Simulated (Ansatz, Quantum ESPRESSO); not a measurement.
# Li(110), 5 layers, one monolayer of Ga on hollow sites: vacuum level and surface dipole, part 3 of 6

Aim: the work function of each face of Li(110), 5 layers, one monolayer of Ga on hollow sites, and how it moves with functional, pseudopotentials and boundary condition.

Quantum ESPRESSO 7.5; plane-wave DFT, PBE, GBRV ultrasoft pseudopotentials; geometry and cross-check by Ansatz 0.2.0 with PAW datasets.

So far. Step 4 (Electrostatic potential): The vacuum is flat to 0.7 meV/Å, so its level is well defined. Inside the slab the curve depends on the local part of the pseudopotentials; only the vacuum level has a meaning of its own. Step 5 (Planar and running averages): Where the running mean is not flat inside, average.x's window, rounded to the grid, doesn't match the spacings there.

**6. Density by pp.x**

The density shows how far the electrons spill into the vacuum.

Input file rho.in:

```
&inputpp
  prefix = 'scf'
  outdir = './out'
  filplot = 'rho.dat'
  plot_num = 0
/
```

Launch:

```bash
$ OMP_NUM_THREADS=1 mpirun -n 4 pp.x -in rho.in > rho.out
```

Log:

```text
[banner, memory and clock lines left out]
Program POST-PROC v.7.5 starts

          URL

     ./out/scf.save/

     IMPORTANT: XC functional enforced from input :
     Exchange-correlation= PBE
                           (   1   4   3   4   0   0   0)
     Any further DFT definition will be discarded
     Please, verify this is what you really want

     negative rho (up, down):  1.403E-04 0.000E+00

     Adding external electric field

     Computed dipole along edir(3) :
        Dipole               -0.0952 Ry au,         -0.2419 Debye
        Dipole field         -0.0007 Ry au,

        Potential amp.        0.0747 Ry
        Total length         52.3763 bohr

     Calling punch_plot, plot_num =   0
     Writing data to file  rho.dat
     Message from routine chdens:
     namelist plot not found or invalid, exiting
```

Run time: 0.89 s. Hardware: 4 MPI ranks of Arm Neoverse V2, shared host; peak memory 0.11 GiB; 3.1 s of CPU time.

Numbers from this step:

```
electrons by integration : 34.00 e
```

The valence density, planar mean oscillates, so the rows of the table below give means over windows of 2.43 Å about each position, cut where the curve ends. Its maxima inside the range that stand out by 2 % of the span (Å: e/Å³): 8.3: 0.520, 10.7: 0.514, 13.3: 0.507, 15.6: 0.500, 18.0: 0.504, 20.2: 3.27. Its minima: 9.8: 0.0506, 12.2: 0.0509, 14.2: 0.0521, 17.1: 0.0504, 18.7: 0.0845.

Mean over planes. Table of valence density, planar mean by z; means over each step:

z (Å), valence density, planar mean (e/Å³) and a bar:
```
     3.65       0.00 
     6.08       0.01 
     8.51       0.14 #####
    10.94       0.14 #####
    13.37       0.14 #####
    15.80       0.14 #####
    18.23       0.17 ######
    20.66       0.87 ##############################
    23.09       0.00 
    25.52       0.00
```

Valence density in the ca plane at fractional y = 0.000, with atoms of Li within 0.2 Å of it. It is the smooth field of the valence electrons, not physical close to the nuclei.

Ten steps, logarithmic in the rise over the least value, from '0' (0 e/Å³) to '9' (12 e/Å³), each cell a mean:
```
00001486100000000048831111110000000000000000
00000121000000000013311111110000000000000000
00000000000000000000001112110000000000000000
00000000000000000000011122211000000000000000
00000000000000000000011111111000000000000000
00000010000000000000001111110000000000000000
00000254100000000013311111110000000000000000
00001598100000000038831111110000000000000000
```
Columns run along c (16.0 Å, from fractional 0.39 to 0.94 of the cell), rows up along a (3.0 Å). Atoms in or near the plane, at fractional coordinates: Li at (0.46, 0.00), Li at (0.63, 0.97).

The density integrates to 34.000 electrons, as the 34 of the input ask.

**7. Projected density of states**

Projections on atomic orbitals tell which layers and orbitals hold the states near the zero of energy.

Input file pdos.in:

```
&projwfc
  prefix = 'scf'
  outdir = './out'
  filpdos = 'pdos'
  Emin = -8.684
  Emax = 3.316
  DeltaE = 0.1
  ngauss = 0
  degauss = 0.01
/
```

Launch:

```bash
$ OMP_NUM_THREADS=1 mpirun -n 4 projwfc.x -in pdos.in > pdos.out
```

Log:

```text
[banner, memory and clock lines left out]
Program PROJWFC v.7.5 starts

          URL

     ./out/scf.save/

     IMPORTANT: XC functional enforced from input :
     Exchange-correlation= PBE
                           (   1   4   3   4   0   0   0)
     Any further DFT definition will be discarded
     Please, verify this is what you really want

     negative rho (up, down):  1.403E-04 0.000E+00

     Adding external electric field

     Computed dipole along edir(3) :
        Dipole               -0.0952 Ry au,         -0.2419 Debye
        Dipole field         -0.0007 Ry au,

        Potential amp.        0.0747 Ry
        Total length         52.3763 bohr

     Gaussian broadening (read from input): ngauss,degauss=   0    0.010000

     Calling projwave ....
     one sub-group per band group will be used

     linear algebra parallelized on   4 procs

  Problem Sizes
  natomwfc =           37
  nx       =           19
  nbnd     =           21
  nkstot   =           34
  npwx     =         1867
  nkb      =           63

     Atomic states used for projection
     (read from pseudopotential files):

     state #   1: atom   1 (Li ), wfc  1 (l=0 m= 1)
     state #   2: atom   1 (Li ), wfc  2 (l=0 m= 1)
     state #   3: atom   1 (Li ), wfc  3 (l=1 m= 1)
     state #   4: atom   1 (Li ), wfc  3 (l=1 m= 2)
     state #   5: atom   1 (Li ), wfc  3 (l=1 m= 3)
     state #   6: atom   2 (Li ), wfc  1 (l=0 m= 1)
     state #   7: atom   2 (Li ), wfc  2 (l=0 m= 1)
     state #   8: atom   2 (Li ), wfc  3 (l=1 m= 1)
     state #   9: atom   2 (Li ), wfc  3 (l=1 m= 2)
     state #  10: atom   2 (Li ), wfc  3 (l=1 m= 3)
     state #  11: atom   3 (Li ), wfc  1 (l=0 m= 1)
     state #  12: atom   3 (Li ), wfc  2 (l=0 m= 1)
     state #  13: atom   3 (Li ), wfc  3 (l=1 m= 1)
     state #  14: atom   3 (Li ), wfc  3 (l=1 m= 2)
     state #  15: atom   3 (Li ), wfc  3 (l=1 m= 3)
     state #  16: atom   4 (Li ), wfc  1 (l=0 m= 1)
     state #  17: atom   4 (Li ), wfc  2 (l=0 m= 1)
     state #  18: atom   4 (Li ), wfc  3 (l=1 m= 1)
     state #  19: atom   4 (Li ), wfc  3 (l=1 m= 2)
     state #  20: atom   4 (Li ), wfc  3 (l=1 m= 3)
     state #  21: atom   5 (Li ), wfc  1 (l=0 m= 1)
     state #  22: atom   5 (Li ), wfc  2 (l=0 m= 1)
     state #  23: atom   5 (Li ), wfc  3 (l=1 m= 1)
     state #  24: atom   5 (Li ), wfc  3 (l=1 m= 2)
     state #  25: atom   5 (Li ), wfc  3 (l=1 m= 3)
     state #  26: atom   6 (Ga ), wfc  1 (l=1 m= 1)
     state #  27: atom   6 (Ga ), wfc  1 (l=1 m= 2)
     state #  28: atom   6 (Ga ), wfc  1 (l=1 m= 3)
     state #  29: atom   6 (Ga ), wfc  2 (l=2 m= 1)
     state #  30: atom   6 (Ga ), wfc  2 (l=2 m= 2)
     state #  31: atom   6 (Ga ), wfc  2 (l=2 m= 3)
     state #  32: atom   6 (Ga ), wfc  2 (l=2 m= 4)
     state #  33: atom   6 (Ga ), wfc  2 (l=2 m= 5)
     state #  34: atom   6 (Ga ), wfc  3 (l=0 m= 1)
     state #  35: atom   6 (Ga ), wfc  4 (l=1 m= 1)
     state #  36: atom   6 (Ga ), wfc  4 (l=1 m= 2)
     state #  37: atom   6 (Ga ), wfc  4 (l=1 m= 3)

[... projections of each state ...]
Lowdin Charges:

     Atom #   1: total charge =   2.9698, s =  2.2968,
     Atom #   1: total charge =   2.9698, p =  0.6730, pz=  0.1349, px=  0.2715, py=  0.2666,
     Atom #   1: total charge =   2.9698, d =  0.0000, dz2=  0.0000, dxz=  0.0000, dyz=  0.0000, dx2-y2=  0.0000, dxy=  0.0000,
     Atom #   2: total charge =   3.0232, s =  2.2235,
     Atom #   2: total charge =   3.0232, p =  0.7997, pz=  0.2828, px=  0.2607, py=  0.2563,
     Atom #   2: total charge =   3.0232, d =  0.0000, dz2=  0.0000, dxz=  0.0000, dyz=  0.0000, dx2-y2=  0.0000, dxy=  0.0000,
     Atom #   3: total charge =   3.0017, s =  2.2216,
     Atom #   3: total charge =   3.0017, p =  0.7801, pz=  0.2611, px=  0.2686, py=  0.2504,
     Atom #   3: total charge =   3.0017, d =  0.0000, dz2=  0.0000, dxz=  0.0000, dyz=  0.0000, dx2-y2=  0.0000, dxy=  0.0000,
     Atom #   4: total charge =   3.0091, s =  2.2231,
     Atom #   4: total charge =   3.0091, p =  0.7861, pz=  0.2612, px=  0.2633, py=  0.2615,
     Atom #   4: total charge =   3.0091, d =  0.0000, dz2=  0.0000, dxz=  0.0000, dyz=  0.0000, dx2-y2=  0.0000, dxy=  0.0000,
     Atom #   5: total charge =   3.2346, s =  2.2490,
     Atom #   5: total charge =   3.2346, p =  0.9857, pz=  0.3666, px=  0.3066, py=  0.3124,
     Atom #   5: total charge =   3.2346, d =  0.0000, dz2=  0.0000, dxz=  0.0000, dyz=  0.0000, dx2-y2=  0.0000, dxy=  0.0000,
     Atom #   6: total charge =  18.7407, s =  1.3050,
     Atom #   6: total charge =  18.7407, p =  7.4429, pz=  2.4196, px=  2.5491, py=  2.4742,
     Atom #   6: total charge =  18.7407, d =  9.9928, dz2=  1.9987, dxz=  1.9989, dyz=  1.9984, dx2-y2=  1.9987, dxy=  1.9981,
     Spilling Parameter:   0.0006
```

It took 1.3 s on 4 MPI ranks; peak memory 0.11 GiB; 4.8 s of CPU time.

Read from the output:

```
spilling of the projection : 6.00e-4
```

Projected DOS an atom over height of the atomic layer and energy from the Fermi level. Columns are the atomic layers from the bottom up.

Values in states/eV, 22 rows by 6 columns, each cell a mean:
```
0.58 0.37 0.37 0.39 0.27 0.54
0.84 0.50 0.50 0.54 0.38 0.73
0.62 0.54 0.52 0.53 0.29 0.41
0.53 0.42 0.46 0.49 0.37 0.99
0.34 0.32 0.36 0.30 0.28 0.77
0.38 0.35 0.31 0.35 0.27 0.40
0.31 0.38 0.39 0.35 0.25 0.42
0.25 0.30 0.23 0.29 0.20 0.22
0.17 0.24 0.22 0.22 0.15 0.24
0.15 0.19 0.17 0.17 0.12 0.06
0.06 0.12 0.14 0.10 0.09 0.25
0.00 0.01 0.01 0.00 0.06 0.28
0.00 0.00 0.00 0.00 0.10 0.39
0.00 0.00 0.00 0.00 0.09 0.34
0.00 0.00 0.00 0.00 0.07 0.26
0.00 0.00 0.00 0.00 0.13 0.39
0.00 0.00 0.00 0.00 0.11 0.30
0.00 0.00 0.00 0.00 0.10 0.23
0.00 0.00 0.00 0.00 0.09 0.18
0.00 0.00 0.00 0.00 0.18 0.34
0.00 0.00 0.00 0.00 0.12 0.18
0.00 0.00 0.00 0.00 0.11 0.15
```
Columns: height of the atomic layer (Å) from 8.3 to 20.2 (not evenly spaced); rows upwards: energy from the Fermi level (eV) from -8.00 to 1.10.

The atomic orbitals miss 0.1 % of the occupied states; for empty states the projections can miss much more.

**8. Self-consistent run: open boundaries by the effective screening medium**

Open boundaries by another road: assume_isolated = 'esm' with bc1, the slab centred on z = 0.

Input file esm.in:

```
&control
  prefix = 'esm'
  outdir = './out'
  pseudo_dir = './pseudo'
  calculation = 'scf'
  tprnfor = .true.
/
&system
  ibrav = 0
  nat = 6
  ntyp = 2
  ecutwfc = 40
  ecutrho = 200
  occupations = 'smearing'
  smearing = 'mv'
  degauss = 0.02
  assume_isolated = 'esm'
  esm_bc = 'bc1'
/
&electrons
  conv_thr = 1e-07
  mixing_beta = 0.4
  electron_maxstep = 120
  mixing_mode = 'local-TF'
/
ATOMIC_SPECIES
  Li  6.9400  li_pbe_v1.4.uspp.F.UPF
  Ga  69.7230  ga_pbe_v1.4.uspp.F.UPF
CELL_PARAMETERS angstrom
  2.46780266630000 -1.74500000000000 0.00000000000000
  2.46780266630000 1.74500000000000 0.00000000000000
  0.00000000000000 0.00000000000000 28.87121066540000
ATOMIC_POSITIONS crystal
  Li  0.000000000000 0.000000000000 -0.205487952010
  Li  0.500000000000 0.500000000000 -0.120011707310
  Li  0.000000000000 0.000000000000 -0.034535462710
  Li  0.482114414200 0.482114414200 0.048949662546
  Li  -0.030779820281 -0.030779820281 0.132889677377
  Ga  0.400704701061 0.400704701061 0.205487952010
K_POINTS automatic
  8 8 1 0 0 0
```

Launch:

```bash
$ OMP_NUM_THREADS=1 mpirun -n 4 pw.x -nk 4 -in esm.in > esm.out
```

Log:

```text
[banner, memory and clock lines left out]
Program PWSCF v.7.5 starts
[citation notice left out]

[...]
Message from routine setup:
[...]
bravais-lattice index     =            0
     lattice parameter (alat)  =       5.7116  a.u.
     unit-cell volume          =    1678.0212 (a.u.)^3
     number of atoms/cell      =            6
     number of atomic types    =            2
     number of electrons       =        34.00
     number of Kohn-Sham states=           21
     kinetic-energy cutoff     =      40.0000  Ry
     charge density cutoff     =     200.0000  Ry
     scf convergence threshold =      1.0E-07
     mixing beta               =       0.4000
     number of iterations used =            8  local-TF  mixing
     Exchange-correlation=  SLA  PW   PBX  PBC
                           (   1   4   3   4   0   0   0)

     Effective Screening Medium Method
     Boundary Conditions: Vacuum-Slab-Vacuum
     total charge in unit cell        =   0.0000
     grid points for fit at edges     =        4

[...]
PseudoPot. # 1 for Li read from file:
     ./pseudo/li_pbe_v1.4.uspp.F.UPF
     Pseudo is Ultrasoft, Zval =  3.0
     Generated by new atomic code, or converted to UPF format
     Using radial grid of  751 points,  5 beta functions with:
                l(1) =   0
                l(2) =   0
                l(3) =   0
                l(4) =   1
                l(5) =   1
     Q(r) pseudized with 10 coefficients,  rinner =    1.150   1.150   1.150

     PseudoPot. # 2 for Ga read from file:
     ./pseudo/ga_pbe_v1.4.uspp.F.UPF
     Pseudo is Ultrasoft + core correction, Zval = 19.0
     Generated by new atomic code, or converted to UPF format
     Using radial grid of  871 points,  6 beta functions with:
                l(1) =   0
                l(2) =   0
                l(3) =   1
                l(4) =   1
                l(5) =   2
                l(6) =   2
     Q(r) pseudized with  8 coefficients,  rinner =    1.250   1.250   1.250
                                                       1.250   1.250

     atomic species   valence    mass     pseudopotential
     Li                3.00     6.94000     Li( 1.00)
     Ga               19.00    69.72300     Ga( 1.00)

      2 Sym. Ops. (no inversion) found

[...]
number of k points=    21  Marzari-Vanderbilt smearing, width (Ry)=  0.0200
[...]
Dense  grid:    80083 G-vectors     FFT dimensions: (  25,  25, 250)

     Smooth grid:    57473 G-vectors     FFT dimensions: (  24,  24, 225)

     Initial potential from superposition of free atoms

     starting charge      30.7463, renormalised to      34.0000

     negative rho (up, down):  1.647E-03 0.000E+00
     Starting wfcs are   37 randomized atomic wfcs

     per-process dynamical memory:    70.0 Mb

     Self-consistent Calculation

     iteration #  1     ecut=    40.00 Ry     beta= 0.40
     Davidson diagonalization with overlap
     c_bands:  4 eigenvalues not converged
     c_bands:  4 eigenvalues not converged
     c_bands:  1 eigenvalues not converged
     c_bands:  5 eigenvalues not converged
     c_bands:  4 eigenvalues not converged
     ethr =  1.00E-02,  avg # of iterations = 37.7

     negative rho (up, down):  7.349E-01 0.000E+00

     total energy              =    -344.03084559 Ry
     estimated scf accuracy    <    2378.99941439 Ry

     iteration #  2     ecut=    40.00 Ry     beta= 0.40
[...]
c_bands:  3 eigenvalues not converged
     c_bands:  4 eigenvalues not converged
     c_bands:  4 eigenvalues not converged
     c_bands:  3 eigenvalues not converged
[...]
negative rho (up, down):  6.442E-01 0.000E+00

[...]
total energy              =    -494.49925340 Ry
     estimated scf accuracy    <      46.27437880 Ry

     iteration #  3     ecut=    40.00 Ry     beta= 0.40
[...]
negative rho (up, down):  6.279E-01 0.000E+00

[...]
total energy              =    -499.01570061 Ry
     estimated scf accuracy    <     213.83608556 Ry

     iteration #  4     ecut=    40.00 Ry     beta= 0.40
[...]
negative rho (up, down):  5.100E-01 0.000E+00

[...]
total energy              =    -499.44921507 Ry
     estimated scf accuracy    <     407.83725727 Ry

     iteration #  5     ecut=    40.00 Ry     beta= 0.40
[...]
negative rho (up, down):  4.700E-01 0.000E+00

[...]
total energy              =    -496.21443453 Ry
     estimated scf accuracy    <     490.84187600 Ry

     iteration #  6     ecut=    40.00 Ry     beta= 0.40
[...]
c_bands:  2 eigenvalues not converged
     c_bands:  5 eigenvalues not converged
     c_bands:  4 eigenvalues not converged
     c_bands:  5 eigenvalues not converged
     c_bands:  3 eigenvalues not converged
[...]
negative rho (up, down):  3.572E-01 0.000E+00

[...]
total energy              =    -503.06719985 Ry
     estimated scf accuracy    <     497.99106143 Ry

[...]
iteration #116     ecut=    40.00 Ry     beta= 0.40
[...]
negative rho (up, down):  1.317E-04 0.000E+00

[...]
total energy              =    -487.66524339 Ry
     estimated scf accuracy    <       0.00000087 Ry

     iteration #117     ecut=    40.00 Ry     beta= 0.40
[...]
negative rho (up, down):  1.361E-04 0.000E+00

[...]
total energy              =    -487.66522945 Ry
     estimated scf accuracy    <       0.00000113 Ry

     iteration #118     ecut=    40.00 Ry     beta= 0.40
[...]
negative rho (up, down):  1.400E-04 0.000E+00

[...]
total energy              =    -487.66522677 Ry
     estimated scf accuracy    <       0.00000011 Ry

     iteration #119     ecut=    40.00 Ry     beta= 0.40
[...]
negative rho (up, down):  1.400E-04 0.000E+00

[...]
End of self-consistent calculation

          k = 0.0000 0.0000 0.0000 (  7183 PWs)   bands (ev):

   -98.0299 -98.0010 -97.9766 -50.8640 -50.4453 -50.3900 -50.3704 -50.2176
   -18.4195 -18.4164 -18.3168 -18.2745 -18.2697 -11.7427  -7.2070  -6.7889
    -6.1016  -5.2549  -4.3269  -3.6279  -0.8781

          k = 0.0765 0.1083 0.0000 (  7203 PWs)   bands (ev):

   -98.0300 -98.0012 -97.9767 -50.8628 -50.4441 -50.3887 -50.3694 -50.2164
   -18.4174 -18.3937 -18.3245 -18.2805 -18.2698 -11.4677  -6.9887  -6.5691
    -5.8771  -5.0195  -4.0705  -3.3459  -0.6406

[...]
the Fermi energy is    -3.8170 ev

!    total energy              =    -487.66522532 Ry
     estimated scf accuracy    <       0.00000002 Ry
     smearing contrib. (-TS)   =       0.00072083 Ry
     internal energy E=F+TS    =    -487.66594615 Ry

     The total energy is F=E-TS. E is the sum of the following terms:
     one-electron contribution =    3494.50726184 Ry
     hartree contribution      =   -1758.37267020 Ry
     xc contribution           =     -65.25659202 Ry
     ewald contribution        =   -2158.54394577 Ry

     convergence has been achieved in 119 iterations

     negative rho (up, down):  1.400E-04 0.000E+00

     Forces acting on atoms (cartesian axes, Ry/au):

     atom    1 type  1   force =     0.00000038    0.00000000    0.00360490
     atom    2 type  1   force =     0.00000056   -0.00000000   -0.00202524
     atom    3 type  1   force =    -0.00002118    0.00000000   -0.00168032
     atom    4 type  1   force =    -0.00003969    0.00000000    0.00007244
     atom    5 type  1   force =     0.00006950   -0.00000000    0.00106283
     atom    6 type  2   force =    -0.00000957   -0.00000000   -0.00193077

     Total force =     0.004979     Total SCF correction =     0.001453
     SCF correction compared to forces is large: reduce conv_thr to get better values

[...]
```

Run time: 3.5 min. Hardware: 4 MPI ranks; peak memory 0.69 GiB.

This step gave:

* free energy: -6635.0234 eV
* Fermi energy: -3.817 eV
* vacuum line at the lower end of the cell, over the Fermi level: 3.286 eV
* vacuum line at the upper end of the cell, over the Fermi level: 4.348 eV

The potential energy, planar mean oscillates, so the rows of the table below give means over windows of 2.42 Å about each position, cut where the curve ends. Its maxima inside the range that stand out by 2 % of the span (Å: eV): -4.7: 1.85, -2.2: 1.87, 0.2: 1.75, 2.7: 1.74, 4.7: 0.595. Its minima: -6.0: -2.73, -3.5: -2.45, -1.0: -2.35, 1.4: -2.36, 3.8: -2.23, 5.9: -11.5.

Electrostatic potential energy of an electron; zero at the Fermi level. Table of potential energy, planar mean by z; means over each step:

```csv
z (Å),"potential energy, planar mean (eV)"
-13.23,3.29
-10.81,3.28
-8.39,2.96
-5.97,-0.470
-3.55,-0.214
-1.13,-0.166
1.29,-0.203
3.71,-0.284
6.13,-4.51
8.55,4.14
10.97,4.35
13.39,4.35
```

The vacuum levels are read from the outermost 0.7 Å of the cell on either side.

The run needed 119 iterations to bring the estimated error under 1e-07 Ry; the largest force on any atom, held or free, is 0.09 eV/Å.

The upper level is 4.348 eV against 4.347 eV from the periodic run.

(Continued in part 4 of 6.)

[Logs are printed without paths, hosts, clocks, repeated set-up lines and the standing remarks that a program may print on its own settings, such as how far it seeks lower states.]

[Hosts, paths, dates, database ids (printed as entryN), source tags and the programs' standing remarks are cut or masked in the printed files.]

[Maps of the electrostatic potential energy from Ansatz leave out the sawtooth potential of an applied field or a dipole correction, so their vacuum need not be flat; planar profiles and work functions include it.]
